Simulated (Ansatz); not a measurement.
Rows from a G0W0 calculation on InGa2N3 (Cmc2_1) (Ansatz 0.2.0; G0W0 on PBE with a share 0.4 of screened exact exchange (omega 0.2078 1/A), plane waves, PAW; PAW set soft_1; 3×3×2 mesh, 649 empty bands, screening to 150 eV, PAW set soft_1 files), in eV. Spin-orbit coupling is left out.

| row | k | band | start | Σx | Σc at the solution | Vxc |
| --- | --- | --- | --- | --- | --- | --- |
| A | Γ | v2 | 8.100 | -22.902 | 2.542 | -20.646 |
| B | Γ | v3 | 8.056 | -22.800 | 2.626 | -20.444 |
| C | Γ | c1 | 10.838 | -10.465 | -3.518 | -14.135 |
| D | Γ | v1 | 8.105 | -22.856 | 2.532 | -20.607 |
| E | Γ | c2 | 13.675 | -9.380 | -4.147 | -13.579 |
| F | Γ | c3 | 15.085 | -6.403 | -4.000 | -10.347 |

Work out each quasiparticle level and how far it moved.

The quasiparticle equation reads E = start + Σx + Σc(E) − Vxc.

| row | E (eV) | shift (eV) |
| --- | --- | --- |
| A | 8.386 | +0.286 |
| B | 8.326 | +0.270 |
| C | 10.989 | +0.152 |
| D | 8.388 | +0.283 |
| E | 13.726 | +0.051 |
| F | 15.029 | −0.056 |

The gap over the computed points goes from 2.73 eV to 2.60 eV.

Limits: not at the basis limit; no spin-orbit coupling; coarse k mesh.

[Runs of the session that timed out or met a known fault of the program may be left out.]

[Cells called generated may have been cut or substituted from an entry of the Crystallography Open Database or the Materials Project.]

[Hosts, paths, dates, database ids (printed as entryN), source tags and the programs' standing remarks are cut or masked in the printed files.]
